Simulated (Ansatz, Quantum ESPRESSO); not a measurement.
**KSrBr3 (Pm-3m): modes at Γ and the response to a field**

Which modes does KSrBr3 (Pm-3m) have at the zone centre?

Program: Quantum ESPRESSO 7.5. Level of theory: DFT PBE, scalar-relativistic, plane waves, GBRV ultrasoft pseudopotentials. Results are calculated unless marked as measured.

The structure was built from a prototype and need not be the compound's stable phase.

**1. Set-up**

The structure is cubic, space group Pm-3m (No. 221). The conventional cell has a = 5.739 Å, b = 5.739 Å, c = 5.739 Å, α = 90.00°, β = 90.00°, γ = 90.00°. Nearest to K lie 12 Br at 4.06 Å. Nearest to Sr lie 6 Br at 2.87 Å. Nearest to Br lie 2 Sr at 2.87 Å and 4 K at 4.06 Å. Farther neighbours and most contacts between anions are not listed.

Coordinates:

```
CELL_PARAMETERS angstrom
5.73853 0.00000 0.00000
0.00000 5.73853 0.00000
0.00000 0.00000 5.73853
ATOMIC_POSITIONS crystal
K 0.00000 0.00000 0.00000
Sr 0.50000 0.50000 0.50000
Br 0.00000 0.50000 0.50000
Br 0.50000 0.00000 0.50000
Br 0.50000 0.50000 0.00000
```

**2. A probe with smearing**

A cheap run with smearing and empty bands tells whether the crystal has a gap, which decides between fixed occupations and smearing later on.

File probe.in:

```
&control
   calculation = 'scf'
   prefix = 'x'
   outdir = './tmp'
   pseudo_dir = './pseudo'
   tprnfor = .true.
   tstress = .true.
   verbosity = 'high'
/
&system
   ibrav = 1
   celldm(1) = 10.84425006
   nat = 5
   ntyp = 3
   ecutwfc = 40.0
   ecutrho = 240.0
   occupations = 'smearing'
   smearing = 'gaussian'
   degauss = 0.01
/
&electrons
   conv_thr = 1.0d-07
   mixing_beta = 0.7
   electron_maxstep = 100
/
ATOMIC_SPECIES
 K      39.0983  K.upf
 Sr     87.6200  Sr.upf
 Br     79.9040  Br.upf
ATOMIC_POSITIONS crystal
 K      0.000000000   0.000000000   0.000000000
 Sr     0.500000000   0.500000000   0.500000000
 Br     0.000000000   0.500000000   0.500000000
 Br     0.500000000   0.000000000   0.500000000
 Br     0.500000000   0.500000000   0.000000000
K_POINTS automatic
 4 4 4 0 0 0
```

The run is started by

```console
$ OMP_NUM_THREADS=1 mpirun -n 4 pw.x -nk 4 -in probe.in > probe.out
```

Log:

```text
[banners, grids, parts of the stress and lines that vanish by symmetry left out]
Program PWSCF v.7.5
     bravais-lattice index     =            1
     lattice parameter (alat)  =      10.8443  a.u.
[...]
kinetic-energy cutoff     =      40.0000  Ry
     charge density cutoff     =     240.0000  Ry
     scf convergence threshold =      1.0E-07
[...]
Exchange-correlation=  SLA  PW   PBX  PBC
                           (   1   4   3   4   0   0   0)
[...]
48 Sym. Ops., with inversion, found
[...]
(     0          1          0      )
                  (     0          0          1      )
[...]
(  0.0000000  1.0000000  0.0000000 )
                  (  0.0000000  0.0000000  1.0000000 )
[...]
(     0         -1          0      )
                  (     0          0          1      )
[...]
( -1.0000000  0.0000000  0.0000000 )
                  (  0.0000000  1.0000000  0.0000000 )
[...]
number of k points=    10  Gaussian smearing, width (Ry)=  0.0100
[...]
End of self-consistent calculation
[...]
the Fermi energy is     4.8380 ev
!    total energy              =    -268.36371806 Ry
[...]
convergence has been achieved in   8 iterations
[...]
atom    1 type  1   force =     0.00000000    0.00000000    0.00000000
     atom    2 type  2   force =     0.00000000    0.00000000    0.00000000
     atom    3 type  3   force =     0.00000000    0.00000000    0.00000000
     atom    4 type  3   force =     0.00000000    0.00000000    0.00000000
     atom    5 type  3   force =     0.00000000    0.00000000    0.00000000
[...]
Total force =     0.000000     Total SCF correction =     0.000000
[...]
total   stress  (Ry/bohr**3)                   (kbar)     P=       25.69
[...]
XML data file, charge density, pseudopotentials, collected wavefunctions

   JOB DONE.
```

It took 14 s on 4 MPI ranks of AMD EPYC 7R13 (Zen 3), shared host.

This step gave:

- volume per atom: 37.79 Å³
- pressure: 2.569 GPa
- gap on the k-mesh: 3.884 eV

A gap of 3.9 eV opens on this mesh, so the crystal is taken as an insulator; the start stands at 2.6 GPa.

**3. Relaxing the cell and atoms**

Frequencies change by per cents with a per cent of volume, so the structure is first brought to rest at this level of theory.

File relax.in:

```
&control
   calculation = 'vc-relax'
   prefix = 'x'
   outdir = './tmp'
   pseudo_dir = './pseudo'
   tprnfor = .true.
   tstress = .true.
   forc_conv_thr = 2.0d-05
   etot_conv_thr = 1.0d-07
   nstep = 40
/
&system
   ibrav = 1
   celldm(1) = 10.84425006
   nat = 5
   ntyp = 3
   ecutwfc = 40.0
   ecutrho = 240.0
   occupations = 'fixed'
   nbnd = 22
/
&electrons
   conv_thr = 1.0d-11
   mixing_beta = 0.7
   electron_maxstep = 100
/
&ions
/
&cell
   press_conv_thr = 0.1
/
ATOMIC_SPECIES
 K      39.0983  K.upf
 Sr     87.6200  Sr.upf
 Br     79.9040  Br.upf
ATOMIC_POSITIONS crystal
 K      0.000000000   0.000000000   0.000000000
 Sr     0.500000000   0.500000000   0.500000000
 Br     0.000000000   0.500000000   0.500000000
 Br     0.500000000   0.000000000   0.500000000
 Br     0.500000000   0.500000000   0.000000000
K_POINTS automatic
 4 4 4 0 0 0
```

The run is started by

```console
$ OMP_NUM_THREADS=1 mpirun -n 4 pw.x -nk 4 -in relax.in > relax.out
```

Log:

```text
[banners, grids, parts of the stress and lines that vanish by symmetry left out]
[banner, memory and clock lines left out]
Program PWSCF v.7.5

[...]
kinetic-energy cutoff     =      40.0000  Ry
     charge density cutoff     =     240.0000  Ry
     scf convergence threshold =      1.0E-11
[...]
energy convergence thresh.=      1.0E-07
     force convergence thresh. =      2.0E-05
     press convergence thresh. =      1.0E-01
     Exchange-correlation=  SLA  PW   PBX  PBC
                           (   1   4   3   4   0   0   0)
[...]
48 Sym. Ops., with inversion, found
[...]
number of k points=    10
[...]
End of self-consistent calculation
[...]
highest occupied, lowest unoccupied level (ev):     1.6932    5.5772
!    total energy              =    -268.36371806 Ry
[...]
convergence has been achieved in  10 iterations
[...]
atom    1 type  1   force =     0.00000000    0.00000000    0.00000000
     atom    2 type  2   force =     0.00000000    0.00000000    0.00000000
     atom    3 type  3   force =     0.00000000    0.00000000    0.00000000
     atom    4 type  3   force =     0.00000000    0.00000000    0.00000000
     atom    5 type  3   force =     0.00000000    0.00000000    0.00000000
     Total force =     0.000000     Total SCF correction =     0.000000
[...]
total   stress  (Ry/bohr**3)                   (kbar)     P=       25.68
[...]
number of bfgs steps    =   0
[...]
CELL_PARAMETERS (alat= 10.84425006)
[...]
ATOMIC_POSITIONS (crystal)
K                0.0000000000        0.0000000000        0.0000000000
Sr               0.5000000000        0.5000000000        0.5000000000
Br               0.0000000000        0.5000000000        0.5000000000
Br               0.5000000000        0.0000000000        0.5000000000
[...]
New effective cutoffs (rho, wfc):  237.62   39.64
[...]
End of self-consistent calculation
[...]
highest occupied, lowest unoccupied level (ev):     1.5961    5.4635
!    total energy              =    -268.36642695 Ry
[...]
convergence has been achieved in   7 iterations
[...]
atom    1 type  1   force =     0.00000000    0.00000000    0.00000000
     atom    2 type  2   force =     0.00000000    0.00000000    0.00000000
     atom    3 type  3   force =     0.00000000    0.00000000    0.00000000
     atom    4 type  3   force =     0.00000000    0.00000000    0.00000000
     atom    5 type  3   force =     0.00000000    0.00000000    0.00000000
     Total force =     0.000000     Total SCF correction =     0.000000
[...]
total   stress  (Ry/bohr**3)                   (kbar)     P=       21.89
[...]
number of bfgs steps    =   1
[...]
WARNING: bfgs curvature condition failed, Theta= 0.931
[...]
CELL_PARAMETERS (alat= 10.84425006)
[...]
ATOMIC_POSITIONS (crystal)
[...]
New effective cutoffs (rho, wfc):  235.36   39.27
[...]
End of self-consistent calculation
[...]
highest occupied, lowest unoccupied level (ev):     1.4915    5.3407
!    total energy              =    -268.36894437 Ry
[...]
convergence has been achieved in   9 iterations
[...]
atom    1 type  1   force =     0.00000000    0.00000000    0.00000000
     atom    2 type  2   force =     0.00000000    0.00000000    0.00000000
     atom    3 type  3   force =     0.00000000    0.00000000    0.00000000
[...]
Total force =     0.000000     Total SCF correction =     0.000000
[...]
total   stress  (Ry/bohr**3)                   (kbar)     P=        5.21
[...]
number of bfgs steps    =   4
[...]
CELL_PARAMETERS (alat= 10.84425006)
[...]
ATOMIC_POSITIONS (crystal)
[...]
New effective cutoffs (rho, wfc):  223.68   37.32
[...]
highest occupied, lowest unoccupied level (ev):     0.9640    4.7131
!    total energy              =    -268.37503903 Ry
[...]
convergence has been achieved in   8 iterations
[...]
Total force =     0.000000     Total SCF correction =     0.000000
[...]
total   stress  (Ry/bohr**3)                   (kbar)     P=        0.45
[...]
number of bfgs steps    =   5
[...]
CELL_PARAMETERS (alat= 10.84425006)
[...]
ATOMIC_POSITIONS (crystal)
[...]
New effective cutoffs (rho, wfc):  223.35   37.26
[...]
highest occupied, lowest unoccupied level (ev):     0.9493    4.6955
!    total energy              =    -268.37504406 Ry
[...]
convergence has been achieved in   8 iterations
[...]
Total force =     0.000000     Total SCF correction =     0.000000
[...]
total   stress  (Ry/bohr**3)                   (kbar)     P=        0.02
[...]
number of bfgs steps    =   6
[...]
CELL_PARAMETERS (alat= 10.84425006)
[...]
ATOMIC_POSITIONS (crystal)
[...]
New effective cutoffs (rho, wfc):  223.33   37.26
[...]
End of self-consistent calculation
[...]
highest occupied, lowest unoccupied level (ev):     0.9487    4.6947
!    total energy              =    -268.37504407 Ry
[...]
convergence has been achieved in   5 iterations
[...]
atom    3 type  3   force =     0.00000000    0.00000000    0.00000000
     atom    4 type  3   force =     0.00000000    0.00000000    0.00000000
     atom    5 type  3   force =     0.00000000    0.00000000    0.00000000
     Total force =     0.000000     Total SCF correction =     0.000000
[...]
total   stress  (Ry/bohr**3)                   (kbar)     P=        0.00
[...]
bfgs converged in   8 scf cycles and   7 bfgs steps
[...]
End of BFGS Geometry Optimization
     Final enthalpy           =    -268.3750440665 Ry
     File ./tmp/x.bfgs deleted, as requested
[...]
CELL_PARAMETERS (alat= 10.84425006)
[...]
ATOMIC_POSITIONS (crystal)
[...]
Br               0.5000000000        0.0000000000        0.5000000000
Br               0.5000000000        0.5000000000        0.0000000000
[...]
Final scf calculation at the relaxed structure.
[...]
kinetic-energy cutoff     =      40.0000  Ry
     charge density cutoff     =     240.0000  Ry
     scf convergence threshold =      1.0E-13
[...]
press convergence thresh. =      1.0E-01
     Exchange-correlation=  SLA  PW   PBX  PBC
                           (   1   4   3   4   0   0   0)
[...]
48 Sym. Ops., with inversion, found
[...]
number of k points=    10
[...]
c_bands:  1 eigenvalues not converged
[...]
End of self-consistent calculation
[...]
highest occupied, lowest unoccupied level (ev):     0.9485    4.6948
!    total energy              =    -268.37781727 Ry
[...]
convergence has been achieved in  12 iterations
[...]
atom    1 type  1   force =     0.00000000    0.00000000    0.00000000
     atom    2 type  2   force =     0.00000000    0.00000000    0.00000000
     atom    3 type  3   force =     0.00000000    0.00000000    0.00000000
     atom    4 type  3   force =     0.00000000    0.00000000    0.00000000
     atom    5 type  3   force =     0.00000000    0.00000000    0.00000000
     Total force =     0.000000     Total SCF correction =     0.000000
[...]
total   stress  (Ry/bohr**3)                   (kbar)     P=        1.26
[...]
XML data file, charge density, pseudopotentials, collected wavefunctions
```

It took 100 s on 4 MPI ranks.

Relaxation path:

```csv
step,energy less that of the first step (eV),largest force (eV/Å),pressure (GPa),volume (Å³)
1,0.0000,0.0000,2.57,188.97
2,-0.0369,0.0000,2.19,191.46
3,-0.0711,0.0000,1.79,194.22
4,-0.1107,0.0000,1.25,198.41
5,-0.1457,0.0000,0.52,204.80
6,-0.1540,0.0000,0.04,209.63
7,-0.1541,0.0000,0.00,210.10
8,-0.1541,0.0000,0.00,210.12
9,-0.1918,0.0000,0.13,210.12
```

```csv
"conventional cell, symmetrised",before,after,change
a (Å),5.739,5.945,+3.6 %
b (Å),5.739,5.945,+3.6 %
c (Å),5.739,5.945,+3.6 %
volume (Å³/atom),37.79,42.02,+11.2 %
```

Final coordinates:

```xyz
5
Lattice="5.9450 0.0000 0.0000 0.0000 5.9450 0.0000 0.0000 0.0000 5.9450" Properties=species:S:1:pos:R:3 pbc="T T T"
K     0.0000    0.0000    0.0000
Sr    2.9725    2.9725    2.9725
Br    0.0000    2.9725    2.9725
Br    2.9725    0.0000    2.9725
Br    2.9725    2.9725    0.0000
```

The last row of the table of steps is pw.x's closing run on a basis chosen anew for the final cell, so its energy can jump.

Numbers from this step:

- volume per atom: 42.02 Å³
- pressure: 0.126 GPa
- gap on the k-mesh: 3.746 eV

The volume changes by +11.2 % from the cell with which this run began.

**4. Self-consistent run for the response**

Perturbation theory inherits every error of the wavefunctions, so the threshold is set near the limit of the arithmetic. With a gap, occupations are fixed, which also allows the response to an electric field.

File scf.in:

```
&control
   calculation = 'scf'
   prefix = 'x'
   outdir = './tmp'
   pseudo_dir = './pseudo'
   tprnfor = .true.
   tstress = .true.
/
&system
   ibrav = 1
   celldm(1) = 11.2344865
   nat = 5
   ntyp = 3
   ecutwfc = 40.0
   ecutrho = 240.0
   occupations = 'fixed'
   nbnd = 22
/
&electrons
   conv_thr = 1.0d-12
   mixing_beta = 0.7
   electron_maxstep = 100
/
ATOMIC_SPECIES
 K      39.0983  K.upf
 Sr     87.6200  Sr.upf
 Br     79.9040  Br.upf
ATOMIC_POSITIONS crystal
 K      0.000000000   0.000000000   0.000000000
 Sr     0.500000000   0.500000000   0.500000000
 Br     0.000000000   0.500000000   0.500000000
 Br     0.500000000   0.000000000   0.500000000
 Br     0.500000000   0.500000000   0.000000000
K_POINTS automatic
 4 4 4 0 0 0
```

The run is started by

```console
$ OMP_NUM_THREADS=1 mpirun -n 4 pw.x -nk 4 -in scf.in > scf.out
```

Log:

```text
[banners, grids, parts of the stress and lines that vanish by symmetry left out]
[banner, memory and clock lines left out]
Program PWSCF v.7.5

[...]
kinetic-energy cutoff     =      40.0000  Ry
     charge density cutoff     =     240.0000  Ry
     scf convergence threshold =      1.0E-12
[...]
Exchange-correlation=  SLA  PW   PBX  PBC
                           (   1   4   3   4   0   0   0)
[...]
48 Sym. Ops., with inversion, found
[...]
number of k points=    10
[...]
End of self-consistent calculation
[...]
highest occupied, lowest unoccupied level (ev):     0.9485    4.6948
!    total energy              =    -268.37781727 Ry
[...]
convergence has been achieved in  12 iterations
[...]
atom    1 type  1   force =     0.00000000    0.00000000    0.00000000
     atom    2 type  2   force =     0.00000000    0.00000000    0.00000000
     atom    3 type  3   force =     0.00000000    0.00000000    0.00000000
     atom    4 type  3   force =     0.00000000    0.00000000    0.00000000
     atom    5 type  3   force =     0.00000000    0.00000000    0.00000000
     Total force =     0.000000     Total SCF correction =     0.000000
[...]
total   stress  (Ry/bohr**3)                   (kbar)     P=        1.26
[...]
XML data file, charge density, pseudopotentials, collected wavefunctions
```

Elapsed: 20 s, on 4 MPI ranks.

The cell stands at 0.13 GPa, close enough for phonons.

(Part 1 of 3 ends here.)

[Host names and launcher messages were left out of these logs when they were recorded.]

[Logs are printed without paths, hosts, clocks, repeated set-up lines and the standing remarks that a program may print on its own settings, such as how far it seeks lower states.]

[Hosts, paths, dates, database ids (printed as entryN), source tags and the programs' standing remarks are cut or masked in the printed files.]
